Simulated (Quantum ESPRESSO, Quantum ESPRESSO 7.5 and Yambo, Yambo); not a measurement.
**Quasiparticle gap of SrTiO3 (Tausonite) in Yambo**

Wanted: ground state, empty states, screening and self-energy for SrTiO3 (Tausonite).

Main program and level: Quantum ESPRESSO 7.5 and Yambo 5.3.0; PBE and many-body steps on it, plane waves.

**The experiments to reproduce.**

- Gap 3.77 eV: direct gap (M0 critical point); spectroscopic ellipsometry, second-derivative fit; 300 K; bulk crystal (commercial single crystal) (“Optical probe of ferroelectric order in bulk and thin film perovskite titanates”, 2013, arxiv:1309.1245).

Most raw output is cut from this account.

### 1. Starting point

It takes space group Pm-3m (No. 221, cubic). Conventional cell: a = 3.905 Å, b = 3.905 Å, c = 3.905 Å, α = 90.00°, β = 90.00°, γ = 90.00°. Nearest to Sr lie 12 O at 2.76 Å. Ti has 6 O at 1.95 Å nearest. Nearest to O lie 2 Ti at 1.95 Å and 4 Sr at 2.76 Å. Farther neighbours and most contacts between anions are not listed.

The cell and positions come from the Crystallography Open Database and are kept as given unless a step says otherwise.

### 2. Ground state

This step: Quantum ESPRESSO 7.5; DFT, PBE, plane waves, norm-conserving pseudopotentials.

The ground-state density comes first.

Contents of pw.in:

```
&control
  calculation = 'scf'
  prefix = 'x'
  outdir = 'o'
  pseudo_dir = 'pseudo'
/
&system
  ibrav = 0
  nat = 5
  ntyp = 3
  ecutwfc = 76.0
  nbnd = 26
  force_symmorphic = .true.
/
&electrons
  conv_thr = 1e-10
  electron_maxstep = 80
  mixing_beta = 0.5
/
ATOMIC_SPECIES
  Sr 87.62 Sr.upf
  Ti 47.867 Ti.upf
  O 15.999 O.upf
CELL_PARAMETERS angstrom
  3.9052800000 0.0000000000 0.0000000000
  0.0000000000 3.9052800000 0.0000000000
  0.0000000000 0.0000000000 3.9052800000
ATOMIC_POSITIONS crystal
  Sr 0.5000000000 0.5000000000 0.5000000000
  Ti 0.0000000000 0.0000000000 0.0000000000
  O 0.5000000000 0.0000000000 0.0000000000
  O 0.0000000000 0.5000000000 0.0000000000
  O 0.0000000000 0.0000000000 0.5000000000
K_POINTS automatic
  6 6 6 0 0 0
```

The run is started by

```sh
$ OMP_NUM_THREADS=1 mpirun -n 4 pw.x -nk 4 -in pw.in > pw.out
```

Wall time 16 s (4 MPI ranks of Arm Neoverse V1, shared host); peak memory 0.32 GiB.

This step gave:

| Item | Value |
| --- | --- |
| total energy | -3905.9468 eV |
| gap | 1.908 eV |
| k of the valence top | -0.5, -0.5, -0.5 |
| k of the conduction bottom | 0, 0, 0 |
| least direct gap | 2.263 eV |

The gap is indirect, with the least direct gap 0.36 eV higher.

### 3. Bands along the symmetry lines

The cheap functional maps the bands first; the places of the edges decide which points the dearer methods must see.

Contents of pw.in:

```
&control
  calculation = 'bands'
  prefix = 'x'
  outdir = 'o'
  pseudo_dir = 'pseudo'
/
&system
  ibrav = 0
  nat = 5
  ntyp = 3
  ecutwfc = 76.0
  nbnd = 26
  force_symmorphic = .true.
/
&electrons
  conv_thr = 1e-9
  electron_maxstep = 80
  diago_full_acc = .true.
  diago_thr_init = 5e-6
/
ATOMIC_SPECIES
  Sr 87.62 Sr.upf
  Ti 47.867 Ti.upf
  O 15.999 O.upf
CELL_PARAMETERS angstrom
  3.9052800000 0.0000000000 0.0000000000
  0.0000000000 3.9052800000 0.0000000000
  0.0000000000 0.0000000000 3.9052800000
ATOMIC_POSITIONS crystal
  Sr 0.5000000000 0.5000000000 0.5000000000
  Ti 0.0000000000 0.0000000000 0.0000000000
  O 0.5000000000 0.0000000000 0.0000000000
  O 0.0000000000 0.5000000000 0.0000000000
  O 0.0000000000 0.0000000000 0.5000000000
K_POINTS crystal
  50
  0.00000000 0.00000000 0.00000000 1
  0.00000000 0.06250000 0.00000000 1
  0.00000000 0.12500000 0.00000000 1
  0.00000000 0.18750000 0.00000000 1
  0.00000000 0.25000000 0.00000000 1
  0.00000000 0.31250000 0.00000000 1
  0.00000000 0.37500000 0.00000000 1
  0.00000000 0.43750000 0.00000000 1
  0.00000000 0.50000000 0.00000000 1
  0.06250000 0.50000000 0.00000000 1
  0.12500000 0.50000000 0.00000000 1
  0.18750000 0.50000000 0.00000000 1
  0.25000000 0.50000000 0.00000000 1
  0.31250000 0.50000000 0.00000000 1
  0.37500000 0.50000000 0.00000000 1
  0.43750000 0.50000000 0.00000000 1
  0.50000000 0.50000000 0.00000000 1
  0.43750000 0.43750000 0.00000000 1
  0.37500000 0.37500000 0.00000000 1
  0.31250000 0.31250000 0.00000000 1
  0.25000000 0.25000000 0.00000000 1
  0.18750000 0.18750000 0.00000000 1
  0.12500000 0.12500000 0.00000000 1
  0.06250000 0.06250000 0.00000000 1
  0.00000000 0.00000000 0.00000000 1
  0.06250000 0.06250000 0.06250000 1
  0.12500000 0.12500000 0.12500000 1
  0.18750000 0.18750000 0.18750000 1
  0.25000000 0.25000000 0.25000000 1
  0.31250000 0.31250000 0.31250000 1
  0.37500000 0.37500000 0.37500000 1
  0.43750000 0.43750000 0.43750000 1
  0.50000000 0.50000000 0.50000000 1
  0.43750000 0.50000000 0.43750000 1
  0.37500000 0.50000000 0.37500000 1
  0.31250000 0.50000000 0.31250000 1
  0.25000000 0.50000000 0.25000000 1
  0.18750000 0.50000000 0.18750000 1
  0.12500000 0.50000000 0.12500000 1
  0.06250000 0.50000000 0.06250000 1
  0.00000000 0.50000000 0.00000000 1
  0.50000000 0.50000000 0.50000000 1
  0.50000000 0.50000000 0.43750000 1
  0.50000000 0.50000000 0.37500000 1
  0.50000000 0.50000000 0.31250000 1
  0.50000000 0.50000000 0.25000000 1
  0.50000000 0.50000000 0.18750000 1
  0.50000000 0.50000000 0.12500000 1
  0.50000000 0.50000000 0.06250000 1
  0.50000000 0.50000000 0.00000000 1
```

Wall time 11 s (4 MPI ranks); peak memory 0.26 GiB.

Numbers from this step:

```yaml
gap: 1.908 eV
k_of_the_valence_top: 0.5, 0.5, 0.5
k_of_the_conduction_bottom: 0, 0, 0
least_direct_gap: 2.263 eV
```

The gap is 1.908 eV, as in the run before at this level.

Electronic bands along the path, in eV, zero at the top of the highest filled band:

```tsv
point	band 17	band 18	band 19	band 20	band 21	band 22	band 23	band 24
Γ	-1.17	-0.36	-0.36	-0.36	1.91	1.91	1.91	4.39
halfway	-1.66	-1.60	-0.60	-0.60	1.99	2.96	2.96	4.40
X	-2.34	-1.96	-0.73	-0.73	2.07	3.83	3.83	4.40
halfway	-1.86	-1.45	-1.32	-0.63	3.03	3.83	3.96	5.14
M	-1.72	-1.55	-1.55	-0.09	3.84	3.84	4.30	5.37
halfway	-1.69	-1.35	-1.06	-0.73	2.92	3.06	3.34	5.02
Γ	-1.17	-0.36	-0.36	-0.36	1.91	1.91	1.91	4.39
halfway	-2.78	-0.92	-0.92	-0.62	3.40	3.45	3.45	6.54
R	-3.71	0.00	0.00	0.00	4.52	4.52	4.52	7.00
halfway	-2.71	-0.94	-0.80	-0.52	3.53	4.03	4.05	6.50
X	-2.34	-1.96	-0.73	-0.73	2.07	3.83	3.83	4.40
jump to R	-3.71	0.00	0.00	0.00	4.52	4.52	4.52	7.00
halfway	-3.15	-0.66	-0.66	-0.04	4.12	4.12	4.41	6.82
M	-1.72	-1.55	-1.55	-0.09	3.84	3.84	4.30	5.37
```

### 4. Empty states on the mesh, 4×4×4 mesh, 107 bands

The sums over transitions need many empty states on a uniform mesh; this step solves for them.

Contents of pw.in:

```
&control
  calculation = 'nscf'
  prefix = 'x'
  outdir = 'o'
  pseudo_dir = 'pseudo'
/
&system
  ibrav = 0
  nat = 5
  ntyp = 3
  ecutwfc = 76.0
  nbnd = 107
  force_symmorphic = .true.
/
&electrons
  conv_thr = 1e-9
  electron_maxstep = 80
  diago_full_acc = .true.
  diago_thr_init = 5e-6
/
ATOMIC_SPECIES
  Sr 87.62 Sr.upf
  Ti 47.867 Ti.upf
  O 15.999 O.upf
CELL_PARAMETERS angstrom
  3.9052800000 0.0000000000 0.0000000000
  0.0000000000 3.9052800000 0.0000000000
  0.0000000000 0.0000000000 3.9052800000
ATOMIC_POSITIONS crystal
  Sr 0.5000000000 0.5000000000 0.5000000000
  Ti 0.0000000000 0.0000000000 0.0000000000
  O 0.5000000000 0.0000000000 0.0000000000
  O 0.0000000000 0.5000000000 0.0000000000
  O 0.0000000000 0.0000000000 0.5000000000
K_POINTS automatic
  4 4 4 0 0 0
```

Run time: 13 s. Hardware: 4 MPI ranks; peak memory 0.38 GiB; 51 s of CPU time.

This step gave:

| Property | Result |
| --- | --- |
| gap | 1.908 eV |
| k of the valence top | -0.5, -0.5, -0.5 |
| k of the conduction bottom | 0, 0, 0 |
| least direct gap | 2.263 eV |
| k points computed | 10 |
| lowest point of the top converged band, above the valence top | 62.8065 eV |

On this mesh the gap is 1.908 eV.

### 5. Conversion and set-up

This step: Yambo 5.3.0; conversion and set-up on PBE, plane waves, norm-conserving pseudopotentials.

The states are converted to the many-body program's format and the q mesh is built.

The run is started by

```sh
$ (cd o/x.save; p2y > p2y.log; mv SAVE ../..); yambo > setup.log
```

It took 3.3 s on 1 MPI rank; peak memory 0.25 GiB.

### 6. Screening and self-energy, 4×4×4 mesh, 107 bands, screening to 122.5 eV

Now the one-shot GW correction: screening in the RPA, then the self-energy of the levels asked for.

This step: G0W0 on PBE, plane waves, norm-conserving pseudopotentials.

Contents of gw1.in:

```
HF_and_locXC
gw0
dyson
ppa
em1d
rim_cut
RandQpts= 1000000
RandGvec= 1 RL
EXXRLvcs= 76 Ry
VXCRLvcs= 304 Ry
Chimod= "HARTREE"
% BndsRnXp
 1 | 107 |
%
NGsBlkXp= 9 Ry
% LongDrXp
 1 | 1 | 1 |
%
% GbndRnge
 1 | 107 |
%
DysSolver= "n"
ExtendOut
PPAPntXp= 27.21138 eV
% QPkrange
 10 | 10 | 19 | 22 |
 1 | 1 | 19 | 22 |
%
```

The run is started by

```sh
$ OMP_NUM_THREADS=1 mpirun -n 4 yambo -F gw1.in -J gw1 -C gw1 > gw1.log
```

The job ended after 1.8 min (4 MPI ranks; peak memory 1.7 GiB).

Numbers from this step:

```
G0W0 gap on the points computed              : 3.489 eV
starting gap on the mesh                     : 1.908 eV
k of the valence top                         : -0.5, -0.5, -0.5
k of the conduction bottom                   : 0, 0, 0
least direct G0W0 gap on the computed points : 3.857 eV
Z at the valence top                         : 0.7678
Z at the conduction bottom                   : 0.7802
```

The gap on the mesh goes from 1.91 eV to 3.49 eV, a correction of +1.58 eV.

Limits: finite bands, cutoff and mesh; no spin-orbit coupling; coarse k mesh. v1 is the top filled band, c1 the lowest empty one. The levels before and after the correction (eV, zero at the valence-band top of each column):

```tsv
	conduction bottom	valence top
Kohn-Sham	1.91	0.00
G0W0	3.49	0.00
```

```tsv
	level	energy (eV)
Kohn-Sham	Γ v2-v1	-0.355
Kohn-Sham	Γ c1-c2	1.908
Kohn-Sham	(-0.5 -0.5 -0.5) v2-v1	0.000
Kohn-Sham	(-0.5 -0.5 -0.5) c1-c2	4.517
G0W0	Γ v2-v1	-0.368
G0W0	Γ c1-c2	3.489
G0W0	(-0.5 -0.5 -0.5) v2-v1	0.000
G0W0	(-0.5 -0.5 -0.5) c1-c2	6.425
```

### 7. Where the time went

Times are wall times on the hardware named with each run, good to a factor of about two.

```tsv
step	time	share	memory (GiB)
ground state	16 s	10 %	0.32
bands along the symmetry lines	11 s	7 %	0.26
empty states on the mesh	13 s	8 %	0.38
conversion and set-up	3.3 s	2 %	0.25
screening and self-energy	1.8 min	72 %	1.7
```

### 8. Results

| Property | Result |
| --- | --- |
| PBE gap | 1.91 eV, indirect |
| G0W0 gap on the mesh | 3.49 eV |
| GW settings | 4×4×4 mesh, 107 bands, screening to 122.5 eV, Godby-Needs plasmon pole |
| known limits | not at the basis limit; no spin-orbit coupling; coarse k mesh |

**Reading.** G0W0 moves the gap on the mesh from 1.91 eV to 3.49 eV (+1.58 eV), with Z of 0.77 and 0.78 at the edges. Only 2 of the mesh's irreducible points were corrected, so a valley elsewhere could overtake. The dearest step here is «screening and self-energy». Against experiment, by G0W0@PBE: the direct gap of 3.86 eV lies +0.09 eV from the measured 3.77 eV (direct, 300 K, 2013). An exciton line or allowed optical edge lies below the quasiparticle gap by the binding energy; a forbidden edge can push the onset above it. The calculation has static nuclei and no excitons; a measured gap holds zero-point and thermal motion, which mostly lowers it. Bands and cutoff are finite, so the gap is not at the basis limit. The miss can reach some tenths of an eV and take either sign; the mesh is an error of its own. In the G0W0 run levels were corrected at 2 k points alone, so a gap called «on the mesh» is the least over those, and an edge elsewhere would be missed. The 4×4×4 mesh is coarse for this cell, which bears on the long-range parts of exchange and screening. This is the ideal cubic cell; many perovskites, halides above all, are cubic only on average, and local tilts or off-centring can widen the gap. The many-body steps are scalar-relativistic: spin-orbit coupling is not in them.

[Paths, hosts, dates, memory and timing lines, banners, echoed tables and standing remarks are left out of the program output.]

[Logs are printed without paths, hosts, clocks, repeated set-up lines and the standing remarks that a program may print on its own settings, such as how far it seeks lower states.]

[Runs of the session that timed out or met a known fault of the program may be left out.]

[Hosts, paths, dates, database ids (printed as entryN), source tags and the programs' standing remarks are cut or masked in the printed files.]
